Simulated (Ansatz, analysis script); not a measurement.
**Fixed-spin-moment curve of Mo2N**

Aim: the energy of Mo2N as its total moment is fixed at a series of values, and its answer to a field.

Method: PBEsol with U = 2 eV on Mo d (ortho-atomic projectors), PAW set soft_1 (files made for PBE), in Ansatz 0.2.0.

### Step 1. Set-up

The structure is trigonal, space group R-3m (No. 166). Conventional cell: a = 2.882 Å, b = 2.882 Å, c = 15.006 Å, α = 90.00°, β = 90.00°, γ = 120.00°. Nearest to Mo lie 3 N at 2.15 Å. Nearest to N lie 6 Mo at 2.15 Å. Farther neighbours and most contacts between anions are not listed.

The cell comes from the Materials Project, a database of computed structures, and the real compound, where it exists, may take another one.

The cell of this run holds 3 atoms, 2 of them with a starting moment; values «a cell» refer to the cell of the run in question.

### Step 2. Starting state

First a free collinear run, to see which state the typed moments lead to.

File input.yaml:

```yaml
crystal:
  lattice:
    - [1.4407811828, 0.8318354038, 5.0020960731]
    - [-1.4407811828, 0.8318354038, 5.0020960731]
    - [0.0, -1.6636708075, 5.0020960731]
  atoms:
    - { symbol: Mo, position: [0.24289148, 0.24289148, 0.24289148], spin: 2.0 }
    - { symbol: Mo, position: [0.75710852, 0.75710852, 0.75710852], spin: 2.0 }
    - { symbol: "N", position: [0.0, 0.0, 0.0] }
magnetization:
  spin_polarized: true
kpoints:
  mp_grid: { grid: [7, 7, 7] }
hamiltonian:
  xc: pbesol
  hubbard:
    projectors: ortho-atomic
    sites: [{ species: Mo, l: d, u_eff: 2.0 }]
  pseudopotentials: { kind: paw, azcp: { folder: soft_1 }, xc_functional: pbe }
scf:
  occupations: { method: fermi_dirac, width: 0.05 }
  max_iter: 120
  convergence: { dr2_threshold: 1.0e-08 }
```

The run is started by

```sh
ansatz run input.yaml --threads 2 --pin off --max-ram 5120MiB --backend cpu --events-out ev --progress --plain --runs-dir out
```

Numbers of over 12 decimals in the logs are rounded to 6 here.

The log of the run:

```text
basis.fft_grid_basis auto: the FFT boxes are laid along the combinations [[1, 0, -1], [0, 1, -1], [0, 0, 1]] of the cell's own vectors, 2.882, 2.882 and 5.272 Å long. The dense box has 20×20×36 points. Along the cell's own vectors, as sized, it would have 36×36×36, 3.24 times as many. Of the 12 symmetry operations that the crystal satisfies within crystal.symmetry.tolerance (time reversal apart; of a slab, those that [...]
Engine: ansatz 0.2.0, aarch64-unknown-linux-gnu
Pseudopotentials: kind: paw
Pseudopotential: Mo, paw, valence charge 14, recommended cutoff 420 eV (normal), soft_1/Mo.paw.azcp
Pseudopotential: N, paw, valence charge 5, recommended cutoff 420 eV (normal), soft_1/N.paw.azcp
Functional definition: PBEsol
  exchange = pbesol_x
  correlation = pbesol_c
Crystal: 3 atoms, lattice volume = 35.970 Å³
Basis set: ecut = 420 eV, 695 PW (Γ), FFT grids on a1−a3, a2−a3, a3
Bands: 23, of which v1, the nominal top of the filled ones, is band 17 counted from 1 (16 counted from 0)
Symmetry: 12 space group operations
Space group: R-3m (ITA 166), of the structure as read, at distance tolerance 3.3e-5 Å
Magnetic group: BNS 166.97 (UNI 1327), of the structure as read, at distance tolerance 3.3e-5 Å
k-points: 44 of 343
Non-local potential: Mo, projectors of the file, l = 0: 3, l = 1: 2, l = 2: 2, l = 3: 1
Non-local potential: N, projectors of the file, l = 0: 2, l = 1: 2, l = 2: 1
PAW form: soft (Blöchl's): semilocal exchange-correlation on the pseudo side does not see the compensation charge
PAW frozen core: Mo, regenerated for the run's functional, and the local potential with it (the file was generated under x = pbe(κ = 0.804, μ = 0.219515), c = pbe(β = 0.066725))
PAW frozen core: N, regenerated for the run's functional, and the local potential with it (the file was generated under x = pbe(κ = 0.804, μ = 0.219515), c = pbe(β = 0.066725))
PAW one-centre angular grid: Mo, 590 points (default); XC on 64 Gauss nodes
PAW one-centre angular grid: N, 110 points (default); XC on 64 Gauss nodes
Initial density: superposition of atomic densities (chi_scale 0.1, normalization cell, long waves kept (reshape's long-wave potential 0.07 eV rms))
Starting moments: Σ|m| = 4 μB on 2 of 3 sites
Initial wavefunctions: pseudopotential atomic-orbital guess
Functional: x = pbesol(κ = 0.804, μ = 0.123457), c = pbesol(β = 0.046)
SCF iter   1: F=—  HF=-10170.152099 eV  |F-HF|=—  |Δ(HF+E_count)|=         —  Δρ=1.16e-1 (↑1.16e-1 ↓6.91e-2)  dr2=5.96e0  dr2_m=1.87e0  M=1.551 μB ∫|m|=1.690 μB  β_m=0.30  ethr=3.10e-3  ⟨swp⟩=5.5  Hψ=8405  notcnv=0
preconditioner: auto → Kerker (q_TF=auto, 2.689 Å⁻¹)  [metal: Δε(μ)=0.023 eV  Ē_g=8.999 eV  σ=0.050 eV  W_gap=0.12  n_scr=16 (ndim 8)  ℏωp=25.5 eV  f_vac=0.000  D(μ)=1.91/eV (n_scr^D=22)]
spin=Collinear: Kerker preconditioning applied to the charge; magnetization (m = ρ↑ − ρ↓) channel mixes plain (no charge-response kernel on spin).
SCF iter   2: F=—  HF=-10169.587094 eV  |F-HF|=—  |Δ(HF+E_count)|=   5.65e-1  Δρ=8.20e-2 (↑8.20e-2 ↓5.09e-2)  dr2=2.40e0  dr2_m=1.10e0  M=1.249 μB ∫|m|=1.415 μB  β_m=0.30  ethr=3.10e-3  ⟨swp⟩=2.6  Hψ=3905  notcnv=0  defer=73
SCF iter   3: F=—  HF=-10169.284837 eV  |F-HF|=—  |Δ(HF+E_count)|=   3.02e-1  Δρ=5.03e-2 (↑5.03e-2 ↓4.48e-2)  dr2=7.42e-1  dr2_m=6.44e-1  M=1.013 μB ∫|m|=1.205 μB  β_m=0.30  ethr=3.10e-3  ⟨swp⟩=2.1  Hψ=3214  notcnv=0  defer=73
SCF iter   4: F=—  HF=-10169.317965 eV  |F-HF|=—  |Δ(HF+E_count)|=   3.31e-2  Δρ=3.46e-2 (↑3.38e-2 ↓3.46e-2)  dr2=5.68e-2  dr2_m=3.73e-1  M=0.889 μB ∫|m|=1.054 μB  β_m=0.30  ethr=2.25e-3  ⟨swp⟩=2.2  Hψ=3349  notcnv=0  defer=75
SCF iter   5: F=—  HF=-10169.426559 eV  |F-HF|=—  |Δ(HF+E_count)|=   1.09e-1  Δρ=2.86e-2 (↑2.47e-2 ↓2.86e-2)  dr2=2.38e-2  dr2_m=2.31e-1  M=0.750 μB ∫|m|=0.907 μB  β_m=0.30  ethr=1.72e-4  ⟨swp⟩=2.0  Hψ=3181  notcnv=0  defer=75
SCF iter   6: F=—  HF=-10169.497266 eV  |F-HF|=—  |Δ(HF+E_count)|=   7.07e-2  Δρ=2.15e-2 (↑2.15e-2 ↓2.05e-2)  dr2=1.25e-3  dr2_m=1.45e-1  M=0.649 μB ∫|m|=0.787 μB  β_m=0.30  ethr=7.22e-5  ⟨swp⟩=2.4  Hψ=3576  notcnv=0  defer=75
SCF iter   7: F=—  HF=-10169.547785 eV  |F-HF|=—  |Δ(HF+E_count)|=   5.05e-2  Δρ=1.67e-2 (↑1.66e-2 ↓1.67e-2)  dr2=8.17e-4  dr2_m=9.12e-2  M=0.565 μB ∫|m|=0.692 μB  β_m=0.30  ethr=3.79e-6  ⟨swp⟩=2.2  Hψ=2961  notcnv=0  defer=75
SCF iter   8: F=—  HF=-10169.580501 eV  |F-HF|=—  |Δ(HF+E_count)|=   3.27e-2  Δρ=1.32e-2 (↑1.32e-2 ↓1.31e-2)  dr2=9.89e-5  dr2_m=5.70e-2  M=0.504 μB ∫|m|=0.618 μB  β_m=0.30  ethr=2.47e-6  ⟨swp⟩=2.4  Hψ=3170  notcnv=0  defer=73
SCF iter   9: F=—  HF=-10169.601827 eV  |F-HF|=—  |Δ(HF+E_count)|=   2.13e-2  Δρ=1.06e-2 (↑1.05e-2 ↓1.06e-2)  dr2=1.47e-4  dr2_m=3.67e-2  M=0.449 μB ∫|m|=0.552 μB  β_m=0.30  ethr=3.00e-7  ⟨swp⟩=2.4  Hψ=3646  notcnv=0  defer=71
Mixer restart at iter 9: flushing history
spin-set hold released at iteration 9 (site moments contracting): the magnetisation degrees of freedom join the quasi-Newton model from the next iteration; the mixer history was flushed
[...]
SCF iter  11: F=—  HF=-10169.646313 eV  |F-HF|=—  |Δ(HF+E_count)|=   3.02e-2  Δρ=2.93e-3 (↑2.93e-3 ↓2.75e-3)  dr2=4.53e-5  dr2_m=2.64e-3  M=0.216 μB ∫|m|=0.263 μB  β_m=0.82  ethr=2.80e-7  ⟨swp⟩=3.0  Hψ=4108  notcnv=0  defer=64
SCF iter  12: F=—  HF=-10169.653083 eV  |F-HF|=—  |Δ(HF+E_count)|=   6.77e-3  Δρ=8.23e-4 (↑5.96e-4 ↓8.23e-4)  dr2=5.57e-5  dr2_m=1.55e-4  M=0.072 μB ∫|m|=0.084 μB  β_m=0.91  ethr=1.37e-7  ⟨swp⟩=3.1  Hψ=4237  notcnv=0  defer=64
SCF iter  13: F=—  HF=-10169.653832 eV  |F-HF|=—  |Δ(HF+E_count)|=   7.49e-4  Δρ=3.22e-4 (↑2.10e-4 ↓3.22e-4)  dr2=3.89e-5  dr2_m=1.24e-5  M=0.018 μB ∫|m|=0.021 μB  β_m=0.96  ethr=1.37e-7  ⟨swp⟩=2.2  Hψ=3498  notcnv=0  defer=64
SCF iter  14: F=—  HF=-10169.653892 eV  |F-HF|=—  |Δ(HF+E_count)|=   6.06e-5  Δρ=1.59e-4 (↑1.59e-4 ↓1.49e-4)  dr2=2.87e-5  dr2_m=1.47e-6  M=0.004 μB ∫|m|=0.005 μB  β_m=0.90  ethr=1.18e-7  ⟨swp⟩=2.4  Hψ=3350  notcnv=0  defer=64
SCF iter  15: F=—  HF=-10169.653893 eV  |F-HF|=—  |Δ(HF+E_count)|=   4.52e-7  Δρ=2.65e-5 (↑2.05e-5 ↓2.65e-5)  dr2=1.60e-7  dr2_m=1.23e-7  M=0.001 μB ∫|m|=0.001 μB  β_m=0.95  ethr=8.71e-8  ⟨swp⟩=2.0  Hψ=2650  notcnv=0  defer=64
iter 16 did not close the SCF: its close was put off for a magnetic moment that had not settled (scf_convergence_deferred on its scf_iter line)
SCF iter  16: F=-10169.653893 eV  HF=-10169.653893 eV  |F-HF|=7.44e-9  |Δ(HF+E_count)|=   5.43e-7  Δρ=6.96e-6 (↑6.96e-6 ↓2.70e-6)  dr2=6.42e-9  dr2_m=6.12e-9  M=-0.000 μB ∫|m|=0.000 μB  β_m=0.98  ethr=3.03e-11  ⟨swp⟩=1.1  Hψ=5838  notcnv=0
iter 17 did not close the SCF: its close was put off for a magnetic moment that had not settled (scf_convergence_deferred on its scf_iter line)
SCF iter  17: F=-10169.653893 eV  HF=-10169.653893 eV  |F-HF|=2.02e-10  |Δ(HF+E_count)|=   1.51e-8  Δρ=9.66e-7 (↑8.62e-7 ↓9.66e-7)  dr2=7.16e-10  dr2_m=1.52e-10  M=-0.000 μB ∫|m|=0.000 μB  β_m=0.99  ethr=1.95e-11  ⟨swp⟩=1.0  Hψ=5659  notcnv=0
SCF iter  18: F=-10169.653893 eV  HF=-10169.653893 eV  |F-HF|=5.46e-12  |Δ(HF+E_count)|=  4.80e-10  Δρ=2.43e-7 (↑1.55e-7 ↓2.43e-7)  dr2=2.13e-11  dr2_m=9.36e-12  M=-0.000 μB ∫|m|=0.000 μB  ethr=2.17e-12  ⟨swp⟩=1.0  Hψ=5263  notcnv=0
SCF 1 converged in 18 iterations: F = -10169.653893 eV  dr2 = 2.13e-11
  greatest PAW one-centre occupation: 0.999 electrons in one spin orbital (limit 2), on the Mo atom at site 1 (counted from 0), in its partial waves of l = 0
WARN: the starting moments were not kept: the SCF closed with an absolute magnetisation of 5.4e-6 μB, where they sum to 4 μB in size (2 sites). That is at most 0.1 of that sum. Measured as dr2_m measures the in/out step, that magnetisation stands 8.7e-12 eV from none, at or under the dr2_threshold of 1.0e-8 eV: it is no larger than a step whose dr2_m would equal this threshold. The system may hold no moment; this SCF [...]
SCF converged after 18 iterations
Magnetization: -0.0000 μB (16.5000 up, 16.5000 down)
Absolute magnetization: 0.0000 μB (∫|ρ↑−ρ↓|, with the PAW one-centre terms)
Spin contamination: 0.0000 ħ² per cell (⟨S²⟩ above its minimum at these occupations)
Per-site moments (μB) at R_I (Å): [(-1.550229528019699e-6, 0.885654), (-1.5502295280097072e-6, 0.885654), (2.1341541230686754e-7, 0.885654)]
Free energy (F): -10169.653893 eV
Harris-Foulkes:  -10169.653893 eV  (|F-HF|=5.46e-12)
Internal energy: -10169.636947 eV  (E = F + TS)
E sigma→0 (E₀):  -10169.645420 eV
Entropy (-TS):   -0.016946 eV (-5.649 meV/atom)
Fermi energy:    20.529804 eV
--- Per-component energies (eV) ---
  E_band       = -81.113023
  E_kinetic    = 972.675024
  E_local      = -1635.067090  (includes V_loc(G=0)·N_el)
  E_nonlocal   = 334.668535
  E_hartree    = 550.711468
  E_xc         = -409.418620
  E_vxc        = -513.605635  (∫ρ·V_xc dr)
  E_hubbard    = 4.914069  (on-site DFT+U / exact-exchange correction)
  E_vhub       = -0.348403  (the Hubbard potential's part of the band-sum identity)
  E_paw        = -6431.119432  (= ΣΔE_a)
  E_vpaw       = -340.859300  (= ΣTr[D̂ρ^β])
  E_aug_tail   = 0.000900  (compensation charges beyond the density's cutoff)
  E_ewald      = -3557.448498
  E_core_change = 0.446699  (= ΣΔE_core)
  E_smearing   = -0.016946  (= −TS)
  E_closure    = 0.000000  (closes the sum)
  Σ components = -10169.653893   (vs F -10169.653893, Δ=0.00e0)
Occupation matrices written to <dir>
```

Wall time 4.3 s (2 threads of Arm Neoverse V2, shared host); peak memory 0.32 GiB.

In the SCF lines HF is the Harris–Foulkes energy and dr2 the Hartree energy of the density residual, in eV; the loop may stop once dr2 is under the threshold and the program's other checks hold. Hψ counts applications of the Hamiltonian.

The spin moment in the atom's sphere vanishes on all atoms.

Tables count atoms from 1; parts of the log count from 0.

The run ends non-magnetic, with a net moment of 0 μB a cell. The run left the order that was typed.

### Step 3. Mesh refined

Levels at the Fermi energy are partly filled, so moments and energy differences can hang on the k-mesh, and the state is solved again on a denser one.

Changes to input.yaml since step 2:

```diff
@@ -12,3 +12,3 @@
 kpoints:
-  mp_grid: { grid: [7, 7, 7] }
+  mp_grid: { grid: [16, 16, 16] }
 hamiltonian:
@@ -23 +23,3 @@
   convergence: { dr2_threshold: 1.0e-08 }
+basis:
+  ecutwfc: 420.0
```

The log of the run:

```text
[...]
Crystal: 3 atoms, lattice volume = 35.970 Å³
Basis set: ecut = 420 eV, 695 PW (Γ), FFT grids on a1−a3, a2−a3, a3
Bands: 23, of which v1, the nominal top of the filled ones, is band 17 counted from 1 (16 counted from 0)
Symmetry: 12 space group operations
[...]
k-points: 417 of 4096
[...]
Starting moments: Σ|m| = 4 μB on 2 of 3 sites
[...]
Per-site moments (μB) at R_I (Å): [(-4.7559962281202534e-7, 0.885654), (-4.755996228454229e-7, 0.885654), (3.477997477323948e-7, 0.885654)]
Free energy (F): -10169.663197 eV
[...]
Internal energy: -10169.649669 eV  (E = F + TS)
E sigma→0 (E₀):  -10169.656433 eV
Entropy (-TS):   -0.013529 eV (-4.510 meV/atom)
Fermi energy:    20.539918 eV
[...]
Occupation matrices written to <dir>
[key lines of the parts left out:]
SCF converged after 18 iterations
Magnetization: -0.0000 μB (16.5000 up, 16.5000 down)
```

The job ended after 37 s (2 threads; peak memory 0.79 GiB; 71 s of CPU time).

The spin moment in the atom's sphere vanishes on all atoms.

The run ends non-magnetic, with a net moment of 0 μB a cell, against 0 μB on the first mesh.

### Step 4. The non-magnetic reference

The state without spin is the zero of E(M).

input.yaml, the sections that differ from step 3:

```yaml
crystal:
  lattice:
    - [1.4407811828, 0.8318354038, 5.0020960731]
    - [-1.4407811828, 0.8318354038, 5.0020960731]
    - [0.0, -1.6636708075, 5.0020960731]
  atoms:
    - { symbol: Mo, position: [0.24289148, 0.24289148, 0.24289148] }
    - { symbol: Mo, position: [0.75710852, 0.75710852, 0.75710852] }
    - { symbol: "N", position: [0.0, 0.0, 0.0] }
# kpoints, hamiltonian, scf, basis: as in step 3
# magnetization: removed
```

The run is started by

```sh
ansatz run input.yaml --threads 1 --pin off --max-ram 2560MiB --backend cpu --events-out ev --progress --plain --runs-dir out
```

The log of the run:

```text
[...]
Crystal: 3 atoms, lattice volume = 35.970 Å³
Basis set: ecut = 420 eV, 695 PW (Γ), FFT grids on a1−a3, a2−a3, a3
Bands: 21, of which v1, the nominal top of the filled ones, is band 17 counted from 1 (16 counted from 0)
Symmetry: 12 space group operations
[...]
k-points: 417 of 4096
[...]
SCF iter   1: F=—  HF=-10171.448881 eV  |F-HF|=—  |Δ(HF+E_count)|=         —  Δρ=1.12e-1  dr2=5.78e0  ethr=3.10e-3  ⟨swp⟩=5.5  Hψ=35879  notcnv=0
[...]
SCF iter   9: F=-10169.663197 eV  HF=-10169.663197 eV  |F-HF|=6.00e-11  |Δ(HF+E_count)|=  9.20e-10  Δρ=1.15e-6  dr2=2.97e-10  ethr=3.03e-11  ⟨swp⟩=2.1  Hψ=17390  notcnv=0
SCF 1 converged in 9 iterations: F = -10169.663197 eV  dr2 = 2.97e-10
[...]
SCF converged after 9 iterations
Free energy (F): -10169.663197 eV
[...]
Internal energy: -10169.649668 eV  (E = F + TS)
E sigma→0 (E₀):  -10169.656433 eV
Entropy (-TS):   -0.013529 eV (-4.510 meV/atom)
Fermi energy:    20.539918 eV
[...]
Occupation matrices written to <dir>
```

It took 17 s on 1 thread; peak memory 0.57 GiB.

### Step 5. Without spin, levels printed

Changes to input.yaml since step 4:

```diff
@@ -23 +23,3 @@
   ecutwfc: 420.0
+output:
+  eigenvalues: true
```

The log of the run:

```text
[...]
Crystal: 3 atoms, lattice volume = 35.970 Å³
Basis set: ecut = 420 eV, 695 PW (Γ), FFT grids on a1−a3, a2−a3, a3
Bands: 21, of which v1, the nominal top of the filled ones, is band 17 counted from 1 (16 counted from 0)
Symmetry: 12 space group operations
[...]
k-points: 417 of 4096
[...]
--- Band table (eV; the first three rows and the last of 417) ---
  k-point 0: bands = [... 13 lower, 18.6650, 19.0122, 19.0122, 20.0882, 21.2038, 21.2038, 21.4635, 21.4635]
  k-point 1: bands = [... 13 lower, 18.7246, 18.8992, 19.1011, 19.7665, 21.1076, 21.1166, 21.5825, 21.8203]
  k-point 2: bands = [... 13 lower, 18.5414, 18.8601, 19.2159, 19.3514, 21.0240, 21.0606, 21.7176, 22.4677]
  k-point 416: bands = [... 13 lower, 18.5028, 19.1003, 19.1003, 20.1186, 20.1186, 20.8331, 21.7835, 21.7835]
Occupation matrices written to <dir>
[key lines of the parts left out:]
SCF converged after 9 iterations
Free energy (F): -10169.663197 eV
Fermi energy:    20.539918 eV
```

Wall time 17 s (1 thread); peak memory 0.57 GiB.

### Step 6. Total moment fixed at 0.257 μB

Two Fermi levels, one a spin, hold the total moment exactly, which reaches states that a free run would leave.

input.yaml, the sections that differ from step 5:

```yaml
crystal:
  lattice:
    - [1.4407811828, 0.8318354038, 5.0020960731]
    - [-1.4407811828, 0.8318354038, 5.0020960731]
    - [0.0, -1.6636708075, 5.0020960731]
  atoms:
    - { symbol: Mo, position: [0.24289148, 0.24289148, 0.24289148], spin: 0.1285 }
    - { symbol: Mo, position: [0.75710852, 0.75710852, 0.75710852], spin: 0.1285 }
    - { symbol: "N", position: [0.0, 0.0, 0.0] }
magnetization:
  spin_polarized: true
  initial_magnetization: 0.257
  spin_locking: { lock_magnetization: hard }
# kpoints, hamiltonian, scf, basis: as in step 5
# output: removed
```

The log of the run:

```text
[...]
Crystal: 3 atoms, lattice volume = 35.970 Å³
Basis set: ecut = 420 eV, 695 PW (Γ), FFT grids on a1−a3, a2−a3, a3
Bands: 21, of which v1, the nominal top of the filled ones, is band 17 counted from 1 (16 counted from 0)
Symmetry: 12 space group operations
[...]
k-points: 417 of 4096
[...]
Starting moments: Σ|m| = 0.257 μB on 2 of 3 sites
[...]
SCF iter   1: F=—  HF=-10171.381187 eV  |F-HF|=—  |Δ(HF+E_count)|=         —  Δρ=5.97e-2 (↑5.97e-2 ↓5.73e-2)  dr2=5.88e0  dr2_m=3.04e-3  M=0.257 μB ∫|m|=0.257 μB  β_m=0.30  ethr=3.10e-3  ⟨swp⟩=5.5  Hψ=71036  notcnv=0
[...]
SCF iter  10: F=-10169.653230 eV  HF=-10169.653230 eV  |F-HF|=2.36e-11  |Δ(HF+E_count)|=  2.47e-10  Δρ=2.31e-7 (↑2.16e-7 ↓2.31e-7)  dr2=8.86e-12  dr2_m=1.26e-11  M=0.257 μB ∫|m|=0.265 μB  ethr=2.97e-12  ⟨swp⟩=1.0  Hψ=52291  notcnv=0
SCF 1 converged in 10 iterations: F = -10169.653230 eV  dr2 = 8.86e-12
[...]
Symmetry: 4 space group operations
k-points: 1098 of 4096
[...]
Starting moments: Σ|m| = 0.257 μB on 2 of 3 sites; this step starts from the density that it was given
SCF iter   1: F=—  HF=-10168.411928 eV  |F-HF|=—  |Δ(HF+E_count)|=         —  Δρ=1.52e-2 (↑1.51e-2 ↓1.52e-2)  dr2=1.43e-1  dr2_m=4.03e-4  M=0.257 μB ∫|m|=0.258 μB  β_m=0.30  ethr=3.03e-6  ⟨swp⟩=1.0  Hψ=321725  notcnv=0
[...]
SCF iter  16: F=—  HF=-10169.619184 eV  |F-HF|=—  |Δ(HF+E_count)|=   2.19e-2  Δρ=3.73e-3 (↑3.73e-3 ↓3.71e-3)  dr2=9.39e-3  dr2_m=5.59e-5  M=0.257 μB ∫|m|=0.262 μB  β_m=0.84  ethr=1.00e-12  ⟨swp⟩=1.0  Hψ=295156  notcnv=0
SCF converged after 10 iterations
Stability checked in part: among states of this total moment the steps that led to this state did not find it unstable. No probe was made; neither looks for a lower state of another moment (fixed_total_moment; see scf.lower_state_search)
Magnetization: 0.2570 μB (16.6285 up, 16.3715 down)
Absolute magnetization: 0.2646 μB (∫|ρ↑−ρ↓|, with the PAW one-centre terms)
[...]
Per-site moments (μB) at R_I (Å): [(0.080857, 0.885654), (0.080857, 0.885654), (-0.00237279, 0.885654)]
Free energy (F): -10169.653230 eV
[...]
Internal energy: -10169.639506 eV  (E = F + TS)
E sigma→0 (E₀):  -10169.646368 eV
Entropy (-TS):   -0.013724 eV (-4.575 meV/atom)
Fermi energy:    20.534586 (↑ 20.611687, ↓ 20.457485) eV
[...]
Occupation matrices written to <dir>
```

Run time: 11 min. Hardware: 1 thread; peak memory 1.6 GiB.

The energy is 9.97 meV from the state without spin, and the largest site carries 0.0809 μB.

### Step 7. Total moment fixed at 0.514 μB

input.yaml, the sections that differ from step 6:

```yaml
crystal:
  lattice:
    - [1.4407811828, 0.8318354038, 5.0020960731]
    - [-1.4407811828, 0.8318354038, 5.0020960731]
    - [0.0, -1.6636708075, 5.0020960731]
  atoms:
    - { symbol: Mo, position: [0.24289148, 0.24289148, 0.24289148], spin: 0.257 }
    - { symbol: Mo, position: [0.75710852, 0.75710852, 0.75710852], spin: 0.257 }
    - { symbol: "N", position: [0.0, 0.0, 0.0] }
magnetization:
  spin_polarized: true
  initial_magnetization: 0.514
  spin_locking: { lock_magnetization: hard }
# kpoints, hamiltonian, scf, basis: as in step 6
```

The log of the run:

```text
[...]
Crystal: 3 atoms, lattice volume = 35.970 Å³
Basis set: ecut = 420 eV, 695 PW (Γ), FFT grids on a1−a3, a2−a3, a3
Bands: 21, of which v1, the nominal top of the filled ones, is band 17 counted from 1 (16 counted from 0)
Symmetry: 12 space group operations
[...]
k-points: 417 of 4096
[...]
Starting moments: Σ|m| = 0.514 μB on 2 of 3 sites
[...]
Per-site moments (μB) at R_I (Å): [(0.160461, 0.885654), (0.160461, 0.885654), (-0.00168203, 0.885654)]
Free energy (F): -10169.623106 eV
[...]
Internal energy: -10169.609005 eV  (E = F + TS)
E sigma→0 (E₀):  -10169.616056 eV
Entropy (-TS):   -0.014100 eV (-4.700 meV/atom)
Fermi energy:    20.528140 (↑ 20.686539, ↓ 20.369742) eV
[...]
Occupation matrices written to <dir>
[key lines of the parts left out:]
SCF converged after 10 iterations
Magnetization: 0.5140 μB (16.7570 up, 16.2430 down)
```

Elapsed: 11 min, on 1 thread; peak memory 1.6 GiB.

The energy is 40.1 meV from the state without spin, and the largest site carries 0.160 μB.

(Part 1 of 2 ends here.)

[Logs and program files are shortened in this print: banners, set-up blocks, solver, clock and traceback lines can be left out without a mark of their own.]

[Logs are printed without paths, hosts, clocks, repeated set-up lines and the standing remarks that a program may print on its own settings, such as how far it seeks lower states.]

[Hosts, paths, dates, database ids (printed as entryN), source tags and the programs' standing remarks are cut or masked in the printed files.]
